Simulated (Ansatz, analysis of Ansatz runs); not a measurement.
# Li2CdCl4 (Imma), nudged elastic band: V_Li hop (4.4 Å) (q = 0), part 2 of 4

Wanted: path and barrier of a jump of Li in Li2CdCl4 (Imma) at charge 0. The case: V_Li hop (4.4 Å), in a cell of 56 host atoms with 1 Li taken out.

Ansatz 0.2.0; plane-wave PAW DFT, PBEsol; nudged elastic band between two relaxed defect structures.

So far: The structure; Relaxation of the start point, charge 0.

### 3. Relaxation of the end point, charge 0

Level of this step: plane-wave PAW DFT, PBEsol; relaxation of all atoms of a defect supercell (Ansatz).

The end point is relaxed in the same cell; its occupations differ from the start's, which matters only where levels are partly filled. Atoms more than 3.2 Å from the middle of the hop start where the first relaxation left them, the nearer ones on or close to their ideal places, with small random displacements. A width of 0.01 eV lets levels that lie close at the Fermi energy share an electron.

A first try with fixed occupations did not converge, so this run has a small smearing.

Contents of q0_M1.end_smeared/input.yaml:

```yaml
crystal:
  lattice:
    - [0.0, 7.62069338, 10.46883164]
    - [7.38023042, 0.0, 10.46883164]
    - [7.38023042, 7.62069338, 0.0]
  atoms:
    - { symbol: Li, position: [0.19656947, 0.44585836, 0.05301248] }
    - { symbol: Li, position: [0.69604282, 0.94597642, 0.55365205] }
[... 4 atom lines left out ...]
    - { symbol: Li, position: [0.87223153, 0.37786388, 0.37672315] }
[... 7 atom lines left out ...]
    - { symbol: Li, position: [0.443876, 0.693876, 1.306124] }
[... 2 atom lines left out ...]
    - { symbol: Cd, position: [0.50022494, 0.49993063, 0.00345683] }
    - { symbol: Cd, position: [0.74932761, 0.74621032, 0.25325393] }
[... 2 atom lines left out ...]
    - { symbol: Cd, position: [0.49640243, -0.00136388, 0.00124071] }
    - { symbol: Cd, position: [0.74695924, 0.25345012, 0.24935423] }
[... 2 atom lines left out ...]
    - { symbol: Cl, position: [0.63698115, 0.61817834, 0.38182166] }
[... 6 atom lines left out ...]
    - { symbol: Cl, position: [0.36817834, 0.88698115, 0.11301885] }
[... 3 atom lines left out ...]
    - { symbol: Cl, position: [0.4996538, 0.49656242, 0.2503462] }
[... 5 atom lines left out ...]
    - { symbol: Cl, position: [0.7503462, 0.75343758, 0.9996538] }
[... 3 atom lines left out ...]
    - { symbol: Cl, position: [0.88182166, 0.36301885, 0.13698115] }
[... 6 atom lines left out ...]
    - { symbol: Cl, position: [0.61301885, 0.63182166, 0.86817834] }
    - { symbol: Cl, position: [0.86116301, 0.87818125, 0.12221088] }
basis:
  ecutwfc: 420
  xc_grid: 2
hamiltonian:
  xc: pbesol
kpoints:
  mp_grid: { grid: [1, 1, 1], shift: [0.25, 0.25, 0.25] }
magnetization:
  spin_polarized: true
  initial_magnetization: 1
  spin_locking: { lock_magnetization: hard }
scf:
  occupations: { method: fermi_dirac, width: 0.01 }
  max_iter: 150
output:
  forces: true
relax:
  f_tol: 0.02
  max_steps: 70
  random_displacement: { amplitude: 0.01, seed: 4936 }
```

Run with:

```bash
$ ansatz run input.yaml --threads 4 --pin off --max-ram 14131MiB --backend cpu --events-out ev --progress --plain --runs-dir out
```

Output:

```text
[...]
Crystal: 55 atoms, lattice volume = 1177.586 Å³
Basis set: ecut = 420 eV, 23051 PW (Γ), exchange–correlation on 180×180×144 points (8 copies of the dense FFT grid, shifted against one another)
Bands: 270, of which v1, the nominal top of the filled ones, is band 215 counted from 1 (214 counted from 0)
Symmetry: 1 space group operations
k-points: 1
[...]
Starting moments: Σ|m| = 1 μB on 55 of 55 sites
[...]
SCF iter   1: F=—  HF=-102578.901449 eV  |F-HF|=—  |Δ(HF+E_count)|=         —  Δρ=4.22e-2 (↑4.05e-2 ↓4.22e-2)  dr2=1.04e2  dr2_m=1.28e-1  M=1.000 μB ∫|m|=1.023 μB  β_m=0.30  ethr=3.10e-3  ⟨swp⟩=6.0  Hψ=2074  notcnv=0  defer=86
[...]
F+E_penalty+E_count = -102543.06818364 eV   max|allowed force component| = 1.802e-2 eV/Å
  atoms:
    - { symbol: Li, position: [0.194511, 0.445662, 0.054268] }
    - { symbol: Li, position: [0.695274, 0.944890, 0.554883] }
[...]
- { symbol: Li, position: [0.449423, 0.694814, 1.300038] }
[...]
- { symbol: Cd, position: [0.501318, 0.502857, -0.003675] }
[...]
- { symbol: Cd, position: [0.503338, -0.003844, 0.000320] }
    - { symbol: Cd, position: [0.753457, 0.250666, 0.248730] }
[...]
- { symbol: Cl, position: [0.636504, 0.618283, 0.383693] }
[...]
- { symbol: Cl, position: [0.365783, 0.888923, 0.113224] }
    [... 3 atoms left out ...]
    - { symbol: Cl, position: [0.499704, 0.495760, 0.249847] }
    [... 5 atoms left out ...]
    - { symbol: Cl, position: [0.747041, 0.757407, 1.002821] }
    [... 3 atoms left out ...]
    - { symbol: Cl, position: [0.885104, 0.355837, 0.144417] }
    [... 6 atoms left out ...]
    - { symbol: Cl, position: [0.605748, 0.635140, 0.865099] }
    [... 1 atom left out ...]
[key lines of the parts left out:]
SCF converged after 10 iterations
Magnetization: 1.0000 μB (215.0000 up, 214.0000 down)
Free energy (F): -102543.068184 eV
Fermi energy:    2.461653 (↑ 4.441485, ↓ 2.460238) eV
```

Wall time 90 s (4 threads of Intel Xeon Platinum 8124M at 3.00GHz (Skylake/Cascade Lake), shared host); peak memory 3.4 GiB; 5.8 min of CPU time.

The steps of the relaxation:

```csv
step,energy less that of the first step (eV),largest force component (eV/Å)
1,0.0000,0.4050
2,-0.2431,0.1145
3,-0.2646,0.0384
4,-0.2681,0.0180
```

The atoms that moved most (Å, from the sites as typed, ahead of the random displacement):

```csv
atom,dx,dy,dz,length
Li4,-0.032,0.000,-0.119,0.123
Cl47,0.002,0.083,-0.042,0.092
Cl54,0.002,-0.078,-0.042,0.089
Li8,0.080,-0.021,0.004,0.083
Li10,0.075,0.022,0.004,0.078
Li15,-0.037,-0.003,0.067,0.077
Li5,-0.074,0.004,-0.001,0.074
Cd22,-0.025,0.047,0.046,0.070
```

Neighbours of Li15 at the end:

```csv
atom,distance (Å)
Cl33,2.364
Cl26,2.366
Cl37,2.410
Cl28,2.451
Cl43,4.150
Cd22,4.164
Cd19,4.169
Cl50,4.242
```

This step gave:

```yaml
free_energy: -102543.0682 eV
smearing_term_ts: 0.004597 eV
total_moment: 1 μB
integral_of_the_absolute_spin_density: 1.086 μB
spin_contamination: 3.27e-4
r_m_s_move_of_the_farther_half_of_the_atoms: 0.03134 Å
largest_move_from_the_ideal_geometry_of_this_structure_a_common_shift_of_the_far_atoms_taken_out: 0.09287 Å
```

The relaxation gained 0.268 eV and ended with a largest force component of 0.018 eV/Å. The end lies within 1 meV of the start.

(Part 2 of 4 ends here.)

[Long decimals in the printed logs are rounded to 6 places.]

[Repeated set-up lines and some long k-point lines are left out of the logs, and relaxed atomic positions are cut to six decimals.]

[Logs are printed without paths, hosts, clocks, repeated set-up lines and the standing remarks that a program may print on its own settings, such as how far it seeks lower states.]

[Hosts, paths, dates, database ids (printed as entryN), source tags and the programs' standing remarks are cut or masked in the printed files.]
